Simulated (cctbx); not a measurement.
**Interatomic vectors of TbSb2Ru2**

Space group P4/nmm (no. 129, origin choice 1), a = 4.6030 Å, b = 4.6030 Å, c = 10.0740 Å, α = 90.00°, β = 90.00°, γ = 90.00°, content Tb2 Sb4 Ru4.

Simulated single-crystal data (cctbx): Cu Kα, λ = 1.54184 Å, to d = 0.83 Å, 50 % of the full sphere, strongest reflection 20000 counts, noise from counting, a 6 % proportional error and a noise floor of 4 counts (s.d.); no absorption, some extinction.

Patterson synthesis, origin scaled to 1000:

```text
Patterson group P 4/m m m
      u       v       w   height  length (A)
  0.000   0.000   0.000   1000.0     0.00
  0.500   0.500   0.500    894.3     6.00
  0.000   0.000   0.374    427.0     3.77
  0.500   0.500   0.123    378.9     3.48
  0.000   0.500   0.252    364.2     3.43
  0.000   0.500   0.375    331.3     4.42
  0.000   0.500   0.124    320.1     2.62
  0.500   0.500   0.000    296.2     3.25
  0.000   0.000   0.500    290.1     5.04
  0.000   0.000   0.250    167.4     2.52
  0.500   0.500   0.254    155.8     4.14
  0.303   0.303   0.500     24.2     5.41
  0.196   0.196   0.000     23.3     1.28
  0.000   0.146   0.104      9.5     1.25
```

Q: Assign the vectors.

A peak at u stands for all pairs with xi − xj = u, with weight Σ ZiZj against Σ Z² = 26598 at the origin. Peak heights follow these weights only roughly, since form factors, motion and series ripples differ, all vectors within 0.55 Å of a peak are counted as merged into it though the farther ones add only part of their weight, and F(000) is left out, which lowers the whole map:

| u | v | w | shortest length (Å) | height | 1000 ΣZiZj/ΣZ² | pairs in the cell |
| --- | --- | --- | --- | --- | --- | --- |
| 0.500 | 0.500 | 0.500 | 6.00 | 894 | 993 | 8 × Sb–Ru, 2 × Tb–Tb |
| 0.000 | 0.000 | 0.374 | 3.77 | 427 | 464 | 2 × Tb–Sb, 2 × Tb–Ru |
| 0.500 | 0.500 | 0.123 | 3.48 | 379 | 464 | 2 × Tb–Sb, 2 × Tb–Ru |
| 0.000 | 0.500 | 0.252 | 3.43 | 364 | 464 | 2 × Tb–Sb, 2 × Tb–Ru |
| 0.000 | 0.500 | 0.375 | 4.42 | 331 | 341 | 2 × Sb–Sb, 2 × Ru–Ru |
| 0.000 | 0.500 | 0.124 | 2.62 | 320 | 337 | 4 × Sb–Ru |
| 0.500 | 0.500 | 0.000 | 3.25 | 296 | 341 | 2 × Sb–Sb, 2 × Ru–Ru |
| 0.000 | 0.000 | 0.500 | 5.04 | 290 | 337 | 4 × Sb–Ru |
| 0.000 | 0.000 | 0.250 | 2.52 | 167 | 169 | 2 × Sb–Ru |
| 0.500 | 0.500 | 0.254 | 4.14 | 156 | 171 | 1 × Sb–Sb, 1 × Ru–Ru |

The table stops at ten peaks or at a height of 45, below which ripples compete. In the model behind the data Tb, the heaviest element, has 1 independent site: (1/2, 0, 0.7615), up to an allowed shift of origin; the Tb–Tb vectors are differences of these positions and their symmetry mates. The whole model:

```
atom  mult.    x    y       z  Ueq (Å²)
 Tb1      2  1/2    0  0.7615    0.0057
 Sb1      2  1/2    0  0.1303    0.0079
 Sb2      2  1/2  1/2     1/2    0.0093
 Ru1      2  1/2    0  0.3796    0.0078
 Ru2      2  1/2  1/2       0    0.0176
```

The model is made up (kin elements in a known structure type, no relaxation), so it says nothing on whether the phase exists.

[Logs are printed without paths, hosts, clocks, repeated set-up lines and the standing remarks that a program may print on its own settings, such as how far it seeks lower states.]
